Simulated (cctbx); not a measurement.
## Diagnosing a refinement

Cell a = 4.4530 Å, b = 4.4530 Å, c = 6.9170 Å, α = 90.00°, β = 90.00°, γ = 90.00°; space group P4/nmm (no. 129, origin choice 1).

The data are simulated with cctbx, not measured: synchrotron X-rays, λ = 0.6889 Å, to d = 0.8 Å, 50 % of the full sphere, strongest reflection 70000 counts, noise from counting, a 4 % proportional error and a noise floor of 15 counts (s.d.); no absorption, and some extinction, which the refinements don't model.

An anisotropic refinement with weights 1/σ² prints:

```text
Rint 0.030, 103 unique reflections to 0.80 A
cycle     R1     wR2    GooF  max shift (A)
   1  0.0391  0.1406   6.262   0.01636
   2  0.0266  0.0821   3.658   0.00011
final R1 0.0267 wR2 0.0821 GooF 3.657  parameters 8  data/parameter 12.9
atom        x        y        z      Ueq    occ   su(xyz)  su(Uiso or U11)
Pb1    0.50000  0.50000  0.00000   0.0117  1.000  0.00000  0.0006
Cr1    0.00000  0.50000  0.32144   0.0331  1.000  0.00096  0.0020
Si1    0.00000  0.50000  0.82393   0.0117  1.000  0.00117  0.0019
difference map: max 2.13 min -3.23 rms 0.45
Q1    0.0000  0.0000  0.0000    2    2.13  0.00 A from Pb1
Q2    0.0000  0.3223  0.8150    8    0.88  0.79 A from Si1
Q3    0.1033  0.3967  0.4723    8    0.80  1.23 A from Cr1
Q4    0.2500  0.2500  0.0000    4    0.71  1.57 A from Pb1
Q5    0.1392  0.1985  0.1257   16    0.65  1.39 A from Pb1
Q6    0.0000  0.0788  0.6604    8    0.63  2.19 A from Si1
```

Q: Accept it or mend it, and why?

Mend it. The fault: wrong element: Cr1 is Sc. Against the right model at the same level, R1 goes from 0.0134 to 0.0267 and GooF from 1.20 to 3.66, U of Cr1 swells from 0.0218 to 0.0331 Å² and the top difference peak, 2.1 e/Å³, lies on Pb1. Cr1 has 3 electrons too many and its U swells to shed them, as expected.

The compound is ScSiPb. The right model at the same level gives:

```text
Rint 0.030, 103 unique reflections to 0.80 A
cycle     R1     wR2    GooF  max shift (A)
   1  0.0146  0.0304   1.356   0.00220
   2  0.0134  0.0270   1.201   0.00001
final R1 0.0134 wR2 0.0270 GooF 1.201  parameters 8  data/parameter 12.9
atom        x        y        z      Ueq    occ   su(xyz)  su(Uiso or U11)
Pb1    0.50000  0.50000  0.00000   0.0127  1.000  0.00000  0.0002
Sc1    0.00000  0.50000  0.32004   0.0218  1.000  0.00033  0.0005
Si1    0.00000  0.50000  0.82600   0.0168  1.000  0.00037  0.0006
difference map: max 0.62 min -1.36 rms 0.25
Q1    0.2500  0.2500  0.0000    4    0.62  1.57 A from Pb1
Q2    0.1313  0.3687  0.4813    8    0.56  1.39 A from Sc1
Q3    0.0000  0.2224  0.8116    8    0.52  1.24 A from Si1
Q4    0.0000  0.0000  0.3653    4    0.46  2.25 A from Sc1
Q5    0.1524  0.1432  0.3107   16    0.43  1.73 A from Sc1
Q6    0.2419  0.2581  0.3048    8    0.42  1.53 A from Sc1
```

The model is made up (kin elements in a known structure type, no relaxation), so it says nothing on whether the phase exists.

[Middle refinement cycles are left out of these outputs.]

[Logs are printed without paths, hosts, clocks, repeated set-up lines and the standing remarks that a program may print on its own settings, such as how far it seeks lower states.]
